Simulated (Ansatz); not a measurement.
**RbGeH3 (model cell, started as cubic perovskite with Ge in the octahedra): relaxing the cell for a phonon run**

Wanted: the relaxed cell of RbGeH3 (model cell, started as cubic perovskite with Ge in the octahedra).

Main program and level: Ansatz 0.2.0; DFT PBEsol, scalar-relativistic, plane waves, PAW; PAW set soft_1.

Most raw output is cut from this account.

The structure was built from a prototype and need not be the compound's stable phase.

## 1. Starting point

It takes space group Pm-3m (No. 221, cubic). The conventional cell has a = 4.410 Å, b = 4.410 Å, c = 4.410 Å, α = 90.00°, β = 90.00°, γ = 90.00°. Nearest to Rb lie 12 H at 3.12 Å. Nearest to Ge lie 6 H at 2.21 Å. H has 2 Ge at 2.21 Å and 4 Rb at 3.12 Å and 8 H at 3.12 Å nearest. Farther neighbours are not listed.

## 2. Probe on a coarse mesh

First a cheap look: the gap decides the mesh and the occupations, the pressure tells how far the cell has to move.

Input file input.yaml:

```yaml
crystal:
  lattice:
    - [4.41, 0.0, 0.0]
    - [0.0, 4.41, 0.0]
    - [0.0, 0.0, 4.41]
  atoms:
    - { symbol: Rb, position: [0.0, 0.0, 0.0] }
    - { symbol: Ge, position: [0.5, 0.5, 0.5] }
    - { symbol: H, position: [0.5, 0.5, 0.0] }
    - { symbol: H, position: [0.5, 0.0, 0.5] }
    - { symbol: H, position: [0.0, 0.5, 0.5] }
kpoints:
  mp_grid: { grid: [4, 4, 4] }
hamiltonian:
  xc: pbesol
  pseudopotentials: { kind: paw, azcp: { folder: soft_1 }, xc_functional: pbe }
scf:
  occupations: { method: gaussian, width: 0.1 }
output:
  forces: true
  stress: true
  eigenvalues: true
```

Command:

```sh
$ ansatz run input.yaml --threads 8 --pin off --max-ram 16384MiB --backend cpu --events-out ev --progress --plain --runs-dir out
```

The job ended after 0.45 s (8 threads of Arm Neoverse V2, shared host; peak memory 0.35 GiB).

This step gave:

- pressure: -4.798 GPa
- volume per atom: 17.15 Å³
- gap on the k-mesh: 0 eV

The coarse mesh shows no gap and a pressure of -4.8 GPa.

## 3. Bringing the structure to rest, k-mesh 8×8×8

The cell and atoms are relaxed, since residual forces and stress would shift the frequencies.

input.yaml, as its differences from that of step 2:

```diff
@@ -12,3 +12,3 @@
 kpoints:
-  mp_grid: { grid: [4, 4, 4] }
+  mp_grid: { grid: [8, 8, 8] }
 hamiltonian:
@@ -22 +22,10 @@
   eigenvalues: true
+  write_density: true
+  write_potential: true
+  elf: true
+  volumetric_format: npy
+relax:
+  adjacent_minimum: "off"
+  f_tol: 0.005
+  max_steps: 80
+  cell: { stress_tol: 0.05 }
```

Wall time 3.4 s (8 threads); peak memory 0.44 GiB.

Relaxation path:

```tsv
step	energy less that of the first step (eV)	largest force component (eV/Å)	pressure (GPa)	volume (Å³)
1	0.0000	0.0000	-5.63	85.77
2	-0.3393	0.0000	-3.01	73.82
3	-0.3915	0.0000	2.08	63.71
4	-0.4109	0.0000	-0.07	67.14
5	-0.4110	0.0000	0.00	67.02
6*	-0.4072	0.0000	-0.04	67.02
```

Relaxation steps marked * repeat the geometry before them on a plane-wave basis chosen anew for their cell, so energy and pressure can jump there.

Forces are held to the 48 operations that the run works with; a distortion that breaks them can't arise in this run.

```tsv
conventional cell, symmetrised	before	after	change
a (Å)	4.410	4.062	-7.9 %
b (Å)	4.410	4.062	-7.9 %
c (Å)	4.410	4.062	-7.9 %
volume (Å³/atom)	17.15	13.40	-21.9 %
```

The relaxed structure:

```cif
data_structure
_symmetry_space_group_name_H-M 'P 1'
_symmetry_Int_Tables_number 1
_cell_length_a 4.0619
_cell_length_b 4.0619
_cell_length_c 4.0619
_cell_angle_alpha 90.000
_cell_angle_beta 90.000
_cell_angle_gamma 90.000
_cell_volume 67.02
loop_
_atom_site_label
_atom_site_type_symbol
_atom_site_fract_x
_atom_site_fract_y
_atom_site_fract_z
_atom_site_occupancy
Rb1 Rb 0.00000 0.00000 0.00000 1
Ge2 Ge 0.50000 0.50000 0.50000 1
H3 H 0.50000 0.50000 0.00000 1
H4 H 0.50000 0.00000 0.50000 1
H5 H 0.00000 0.50000 0.50000 1
```

This step gave:

```
pressure        : -0.03521 GPa
volume per atom : 13.40 Å³
```

Valence density in the ac plane at fractional y = 0.500, with atoms of Ge and H within 0.2 Å of it. It is the smooth field of the valence electrons, not physical close to the nuclei.

Ten steps, logarithmic in the rise over the least value, from '0' (0 e/Å³) to '9' (37 e/Å³), each cell a mean:
```
00000122110000
00000011100000
00000011100000
00000111110000
10001234311001
21111377531111
32112599741112
22112489731112
11001245321001
00001122110000
00000011100000
00000011100000
00000122100000
00000123210000
```
Columns run along a (4.1 Å), rows up along c (4.1 Å). Atoms in or near the plane, at fractional coordinates: Ge at (0.50, 0.50), H at (0.50, 0.00), H at (0.00, 0.50).

ELF in the ac plane at fractional y = 0.500, with atoms of Ge and H within 0.2 Å of it. It is the smooth field of the valence electrons, not physical close to the nuclei.

Ten even steps from '0' (0.11 × 1e-1) to '9' (9.96 × 1e-1), each cell a mean:
```
00026999984100
00014788863100
11113566542111
54224445443234
98544433444468
99754322244589
99754325235689
99754322234689
98644433344579
76334444444346
21123455542112
00013677752100
00016899984100
00027999995100
```
Columns run along a (4.1 Å), rows up along c (4.1 Å). Atoms in or near the plane, at fractional coordinates: Ge at (0.50, 0.50), H at (0.50, 0.00), H at (0.00, 0.50).

Electrostatic potential energy in the ac plane at fractional y = 0.500, with atoms of Ge and H within 0.2 Å of it. With pseudopotentials it is smooth inside the atoms' cores, unlike the true potential.

Values in eV, 14 rows by 14 columns, each cell a mean:
```
  8   9   9   9   9   6  -9 -13  -3   7   9   9   9   8
  9   9   9   9   9   7   4   2   5   8   9   9   9   9
  9   9   9   9   8   6   4   4   5   7   8   9   9   9
  9   9   9   8   5   1  -4  -6  -2   2   6   8   9   9
  6   7   8   6  -2 -11 -16 -16 -15  -9   2   7   8   7
 -9   0   6   4  -8 -16 -14 -13 -15 -15  -2   5   5  -3
-17 -10   5   3 -12 -16 -12 -12 -13 -16  -6   4   2 -13
-16  -5   6   3 -10 -16 -13 -12 -14 -16  -4   4   4  -9
  4   6   7   5  -3 -14 -16 -16 -16 -11   1   6   7   6
  8   9   8   7   3  -3 -10 -12  -8  -2   5   8   9   9
  9   9   9   8   7   5   3   3   4   6   8   9   9   9
  9   9   9   9   8   7   6   5   6   8   9   9   9   9
  8   9   9   9   9   6  -5 -10   0   7   9   9   9   9
  8   8   9   9   8   4 -16 -17  -9   6   9   9   9   8
```
Columns run along a (4.1 Å; values clipped at the 3rd and 97th percentile), rows up along c (4.1 Å). Atoms in or near the plane, at fractional coordinates: Ge at (0.50, 0.50), H at (0.50, 0.00), H at (0.00, 0.50).

In this step the volume went from 17.15 to 13.40 Å³/atom.

## 4. Bringing the structure to rest, k-mesh 10×10×10

The relaxation is repeated from its end, on the mesh and smearing that suit the cell and gap now reached.

input.yaml, as its differences from that of step 3:

```diff
@@ -2,5 +2,5 @@
   lattice:
-    - [4.41, 0.0, 0.0]
-    - [0.0, 4.41, 0.0]
-    - [0.0, 0.0, 4.41]
+    - [4.0619319843, 0.0, 0.0]
+    - [0.0, 4.0619319843, 0.0]
+    - [0.0, 0.0, 4.0619319843]
   atoms:
@@ -12,3 +12,3 @@
 kpoints:
-  mp_grid: { grid: [8, 8, 8] }
+  mp_grid: { grid: [10, 10, 10] }
 hamiltonian:
```

Run time: 2 s. Hardware: 8 threads; peak memory 0.44 GiB.

The steps of the relaxation:

```tsv
step	energy less that of the first step (eV)	largest force component (eV/Å)	pressure (GPa)	volume (Å³)
1	0.0000	0.0000	-0.17	67.02
2	-0.0003	0.0000	0.03	66.67
3*	-0.0002	0.0000	0.03	66.67
```

Relaxation steps marked * repeat the geometry before them on a plane-wave basis chosen anew for their cell, so energy and pressure can jump there.

The run keeps the 48 symmetry operations that it works with, so distortions that break them were not tested.

```tsv
conventional cell, symmetrised	before	after	change
a (Å)	4.062	4.055	-0.2 %
b (Å)	4.062	4.055	-0.2 %
c (Å)	4.062	4.055	-0.2 %
volume (Å³/atom)	13.40	13.33	-0.5 %
```

Final coordinates:

```cif
data_structure
_symmetry_space_group_name_H-M 'P 1'
_symmetry_Int_Tables_number 1
_cell_length_a 4.0548
_cell_length_b 4.0548
_cell_length_c 4.0548
_cell_angle_alpha 90.000
_cell_angle_beta 90.000
_cell_angle_gamma 90.000
_cell_volume 66.67
loop_
_atom_site_label
_atom_site_type_symbol
_atom_site_fract_x
_atom_site_fract_y
_atom_site_fract_z
_atom_site_occupancy
Rb1 Rb 0.00000 0.00000 0.00000 1
Ge2 Ge 0.50000 0.50000 0.50000 1
H3 H 0.50000 0.50000 0.00000 1
H4 H 0.50000 0.00000 0.50000 1
H5 H 0.00000 0.50000 0.50000 1
```

Numbers from this step:

| Property | Result |
| --- | --- |
| pressure | 0.03006 GPa |
| volume per atom | 13.33 Å³ |

ELF in the ac plane at fractional y = 0.500, with atoms of Ge and H within 0.2 Å of it. It is the smooth field of the valence electrons, not physical close to the nuclei.

Ten even steps from '_' (0.11 × 1e-1) to '@' (9.96 × 1e-1), each cell a mean:
```
______..**@@@@@@@@%%==..____
______..==##%%%%%%**--..____
........--++****++==::......
++==::::======++====--::--==
@@%%++======----========**%%
@@@@##++==--::::::====++%%@@
@@@@##++==--::++::--++**%%@@
@@@@##++==--::::::--==**%%@@
@@%%**======------====++##@@
##**==--==============--==**
::....::--==++++++==::......
______..==**######++::..____
______..**%%@@@@@@%%==..____
______::##@@@@@@@@@@++..____
```
Columns run along a (4.1 Å), rows up along c (4.1 Å). Atoms in or near the plane, at fractional coordinates: Ge at (0.50, 0.50), H at (0.50, 0.00), H at (0.00, 0.50).

Valence density in the ac plane at fractional y = 0.500, with atoms of Ge and H within 0.2 Å of it. It is the smooth field of the valence electrons, not physical close to the nuclei.

Ten steps, logarithmic in the rise over the least value, from '_' (0 e/Å³) to '@' (37 e/Å³), each cell a mean:
```
__________..::::....________
____________......__________
____________......__________
__________..........________
..______..::--==--....____..
::........--####++--........
--::....::++@@@@##==......::
::::....::==%%@@##--......::
....____..::==++--::..____..
________....::::....________
____________......__________
____________......__________
__________..::::..__________
__________..::--::..________
```
Columns run along a (4.1 Å), rows up along c (4.1 Å). Atoms in or near the plane, at fractional coordinates: Ge at (0.50, 0.50), H at (0.50, 0.00), H at (0.00, 0.50).

Electrostatic potential energy in the ac plane at fractional y = 0.500, with atoms of Ge and H within 0.2 Å of it. With pseudopotentials it is smooth inside the atoms' cores, unlike the true potential.

Ten even steps from '_' (-17 eV) to '@' (9 eV), each cell a mean:
```
@@@@@@@@@@%%--..++@@@@@@@@@@
@@@@@@@@@@@@####%%@@@@@@@@@@
@@@@@@@@@@%%%%##%%@@@@@@@@@@
@@@@@@@@%%##====++##%%@@@@@@
%%@@@@%%++::______--##@@@@@@
--**%%%%--__....____++%%%%++
__::%%##::__..::..__==####..
__==%%##::__......__==%%##--
%%%%@@%%++..______::##%%@@%%
@@@@@@@@##++::::--++%%@@@@@@
@@@@@@@@@@%%####%%%%@@@@@@@@
@@@@@@@@@@@@%%%%%%@@@@@@@@@@
@@@@@@@@@@%%==::**@@@@@@@@@@
@@@@@@@@@@%%____--%%@@@@@@@@
```
Columns run along a (4.1 Å; values clipped at the 3rd and 97th percentile), rows up along c (4.1 Å). Atoms in or near the plane, at fractional coordinates: Ge at (0.50, 0.50), H at (0.50, 0.00), H at (0.00, 0.50).

In this step the volume went from 13.40 to 13.33 Å³/atom.

## 5. Tight relaxation

Phonons need a cell at rest on their own settings, so the relaxation is repeated with tight tolerances on forces and stress on the k mesh and occupations of the first response run.

Input file input.yaml:

```yaml
crystal:
  lattice:
    - [4.0548492278, 0.0, 0.0]
    - [0.0, 4.0548492278, 0.0]
    - [0.0, 0.0, 4.0548492278]
  atoms:
    - { symbol: Rb, position: [0.0, 0.0, 0.0] }
    - { symbol: Ge, position: [0.5, 0.5, 0.5] }
    - { symbol: H, position: [0.5, 0.5, 0.0] }
    - { symbol: H, position: [0.5, 0.0, 0.5] }
    - { symbol: H, position: [0.0, 0.5, 0.5] }
kpoints:
  mp_grid: { grid: [12, 12, 12] }
hamiltonian:
  xc: pbesol
  pseudopotentials: { kind: paw, azcp: { folder: soft_1 }, xc_functional: pbe }
scf:
  occupations: { method: methfessel_paxton, width: 0.2 }
output:
  forces: true
  stress: true
  eigenvalues: true
relax:
  adjacent_minimum: "off"
  f_tol: 0.001
  max_steps: 60
  cell: { stress_tol: 0.01 }
```

Wall time 2.7 s (8 threads); peak memory 0.46 GiB.

Little changed from the start: no atom moved by 0.005 Å and no cell edge by 0.1 %.

This step gave:

| Item | Value |
| --- | --- |
| pressure | 0.008158 GPa |
| volume per atom | 13.31 Å³ |

The forces vanish by symmetry and the pressure is 0.008 GPa, within the tolerances set. The cell now holds 13.31 Å³/atom.

## 6. Results

| Quantity | Value |
| --- | --- |
| space group after relaxation (within 0.01 Å) | Pm-3m |
| lattice constant a | 4.053 Å |
| lattice constant b | 4.053 Å |
| lattice constant c | 4.053 Å |
| volume per atom | 13.3 Å³ |

The forces vanish by symmetry and the pressure is 0.008 GPa, within the tolerances set. The cell now holds 13.31 Å³/atom. The relaxation keeps the symmetry of its start, so it says nothing on stability against lower symmetry. The PAW files were made for PBE and serve the other functionals too. The starting cell was built on a prototype and not taken from a measurement, so the phase need not exist.

[Logs are printed without paths, hosts, clocks, repeated set-up lines and the standing remarks that a program may print on its own settings, such as how far it seeks lower states.]

[Hosts, paths, dates, database ids (printed as entryN), source tags and the programs' standing remarks are cut or masked in the printed files.]
